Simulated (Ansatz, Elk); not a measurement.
# How far do independent atoms describe Zn2Ni?, part 2 of 2

Structure refinements treat a crystal as free atoms side by side. For a made-up structure of Zn2Ni (cell and positions from a PBEsol relaxation) the runs below show what the calculated density changes in F(hkl).

Elk 11.2.3 (patched build); all-electron DFT.

So far: Set-up; Ground state and structure factors; The highest occupied states alone.

The structure was built from a prototype and need not be the compound's stable phase.

## (4) Another functional

Level of this step: DFT, LDA (Perdew-Wang), all-electron APW+lo, Dirac cores, scalar-relativistic bands, static density, no spin (Elk).

The difference from free atoms is small, so it is set against the change that LDA (Perdew-Wang) makes.

File elk.in:

```
tasks
  0
  195

xctype
  3

spinpol
  .false.

rgkmax
  7.0

gmaxvr
  14.0

lmaxo
  7

lmaxapw
  8

swidth
  0.002

tshift
  .false.

ramdisk
  .false.

hmaxvr
  5.5

maxscl
  120

epspot
  1e-06

sppath
  './'

avec
  -2.71661427006 2.71661427006 8.38069727531
  2.71661427006 -2.71661427006 8.38069727531
  2.71661427006 2.71661427006 -8.38069727531

atoms
  2
  'Zn.in'
  2
  0.6573337814 0.6573337814 0.0000000000   0.000000 0.000000 0.000000
  0.3426662186 0.3426662186 0.0000000000   0.000000 0.000000 0.000000
  'Ni.in'
  1
  -0.0000000000 -0.0000000000 -0.0000000000   0.000000 0.000000 0.000000

ngridk
  11 11 11
```

Launch:

```bash
$ OMP_NUM_THREADS=4 elk
```

Numbers of over 12 decimals in the logs are rounded to 6 here.

The log of the run:

```text
┌─────────────────────────┐
│ Elk code version 11.2.3 │
└─────────────────────────┘

All units are atomic (Hartree, Bohr, etc.)

┌─────────────────────────────────────────────────┐
│ Ground-state run starting from atomic densities │
└─────────────────────────────────────────────────┘

Lattice vectors :
  -2.716614270       2.716614270       8.380697275
   2.716614270      -2.716614270       8.380697275
   2.716614270       2.716614270      -8.380697275

Reciprocal lattice vectors :
  0.3467793199E-16   1.156436778      0.3748605337
[...]
atom 2                    :    28.89283868     (  0.1461689436E-03)
  species : 2 (Ni)
   atom 1                    :    27.18555459     (  0.4916283670E-03)
 total in muffin-tins        :    84.97123195
 total calculated charge     :    87.99895803
 total charge                :    88.00000000
 error                       :   0.1041974391E-02

┌──────────────────────────────┐
│ Self-consistent loop stopped │
└──────────────────────────────┘

Warning : core states of species 1 leak from the muffin-tin :   0.1461689436E-03

Warning : core states of species 2 leak from the muffin-tin :   0.4916283670E-03

Wrote STATE.OUT
[key lines of the parts left out:]
total energy                :     -5105.2915299609
```

The job ended after 22 s (4 threads of Arm Neoverse V2, shared host; peak memory 0.17 GiB).

Against the first run R = 0.05 %; the largest change is -0.055 at 200.

## (5) Basis size

The basis and the expansions that go with it are enlarged, to see whether the differences are converged.

Changes to elk.in since step 4:

```diff
@@ -5,3 +5,3 @@
 xctype
-  3
+  20
 
@@ -11,12 +11,12 @@
 rgkmax
-  7.0
+  8.5
 
 gmaxvr
-  14.0
+  18.0
 
 lmaxo
-  7
+  9
 
 lmaxapw
-  8
+  10
```

Launch:

```bash
$ OMP_NUM_THREADS=4 elk
```

The log of the run:

```text
┌─────────────────────────┐
│ Elk code version 11.2.3 │
└─────────────────────────┘

All units are atomic (Hartree, Bohr, etc.)

┌─────────────────────────────────────────────────┐
│ Ground-state run starting from atomic densities │
└─────────────────────────────────────────────────┘

Lattice vectors :
  -2.716614270       2.716614270       8.380697275
   2.716614270      -2.716614270       8.380697275
   2.716614270       2.716614270      -8.380697275

Reciprocal lattice vectors :
  0.3467793199E-16   1.156436778      0.3748605337
[...]
atom 2                    :    28.88644248     (  0.1428977607E-03)
  species : 2 (Ni)
   atom 1                    :    27.18564232     (  0.4719687300E-03)
 total in muffin-tins        :    84.95852728
 total calculated charge     :    87.99917181
 total charge                :    88.00000000
 error                       :   0.8281930846E-03

┌──────────────────────────────┐
│ Self-consistent loop stopped │
└──────────────────────────────┘

Warning : core states of species 1 leak from the muffin-tin :   0.1428977607E-03

Warning : core states of species 2 leak from the muffin-tin :   0.4719687300E-03

Wrote STATE.OUT
[key lines of the parts left out:]
total energy                :     -5113.0816265107
```

Elapsed: 82 s, on 4 threads; peak memory 0.23 GiB; 4.9 min of CPU time.

Against the first run R = 0.01 %; the largest change is -0.009 at 213.

## (6) A coarser k-mesh

About half the k-points along each axis test the sampling.

Changes to elk.in since step 5:

```diff
@@ -11,12 +11,12 @@
 rgkmax
-  8.5
+  7.0
 
 gmaxvr
-  18.0
+  14.0
 
 lmaxo
-  9
+  7
 
 lmaxapw
-  10
+  8
 
@@ -59,2 +59,2 @@
 ngridk
-  11 11 11
+  6 6 6
```

Launch:

```bash
$ OMP_NUM_THREADS=4 elk
```

The log of the run:

```text
┌─────────────────────────┐
│ Elk code version 11.2.3 │
└─────────────────────────┘

All units are atomic (Hartree, Bohr, etc.)

┌─────────────────────────────────────────────────┐
│ Ground-state run starting from atomic densities │
└─────────────────────────────────────────────────┘

Lattice vectors :
  -2.716614270       2.716614270       8.380697275
   2.716614270      -2.716614270       8.380697275
   2.716614270       2.716614270      -8.380697275

Reciprocal lattice vectors :
  0.3467793199E-16   1.156436778      0.3748605337
[...]
atom 2                    :    28.87937129     (  0.1429285932E-03)
  species : 2 (Ni)
   atom 1                    :    27.17749203     (  0.4716500184E-03)
 total in muffin-tins        :    84.93623462
 total calculated charge     :    87.99901045
 total charge                :    88.00000000
 error                       :   0.9895465996E-03

┌──────────────────────────────┐
│ Self-consistent loop stopped │
└──────────────────────────────┘

Warning : core states of species 1 leak from the muffin-tin :   0.1429285932E-03

Warning : core states of species 2 leak from the muffin-tin :   0.4716500184E-03

Wrote STATE.OUT
[key lines of the parts left out:]
total energy                :     -5113.0624051293
```

The job ended after 13 s (4 threads; peak memory 0.17 GiB).

Against the first run R = 0.01 %; the largest change is -0.008 at 004.

## (7) Settings against the effect

```tsv
run	R against the first run (%)	R against neutral atoms, low angle (%)	wall time
PBE, rgkmax 7	0.00	1.18	38 s
LDA (Perdew-Wang)	0.05	1.21	22 s
rgkmax 8.5 with larger expansions	0.01	1.18	82 s
k-mesh 6×6×6	0.01	1.18	13 s
```

## (8) What came out

- R against neutral atoms, sin θ/λ < 0.3 Å⁻¹: 1.18 %
- R against neutral atoms, 0.3 to 0.83 Å⁻¹: 0.30 %

Independent neutral atoms miss the calculated amplitudes by R = 1.18 % below 0.3 Å⁻¹ and 0.30 % from there to 0.83 Å⁻¹; by shells, 8.38 % below 0.15 Å⁻¹ (1 form), 1.12 % 0.15 to 0.3 (5 forms), 0.33 % 0.3 to 0.45 (10 forms), 0.29 % above 0.45 (57 forms). Bonding, aspherical density and the tables' own atoms all enter these figures, and the runs don't part them. The largest change of an amplitude is -0.53 electrons, at 110. The window's part falls from 33.9 electrons at the origin to at most 6.99 between 0.45 and 0.83 Å⁻¹, where compact states inside the window still scatter. Below 0.3 Å⁻¹ the changes that finished (LDA (Perdew-Wang), rgkmax 8.5 with larger expansions and k-mesh 6×6×6) move F by R = 0.02 % at most, against the 1.18 % that separates it from free atoms. These runs have no spin, though d or f shells may be open. Part of the difference isn't bonding: the tables are fits to free atoms and ions calculated by other methods than this functional. Thermal motion, anomalous dispersion and extinction are left out.

[Logs are printed without paths, hosts, clocks, repeated set-up lines and the standing remarks that a program may print on its own settings, such as how far it seeks lower states.]

[Hosts, paths, dates, database ids (printed as entryN), source tags and the programs' standing remarks are cut or masked in the printed files.]
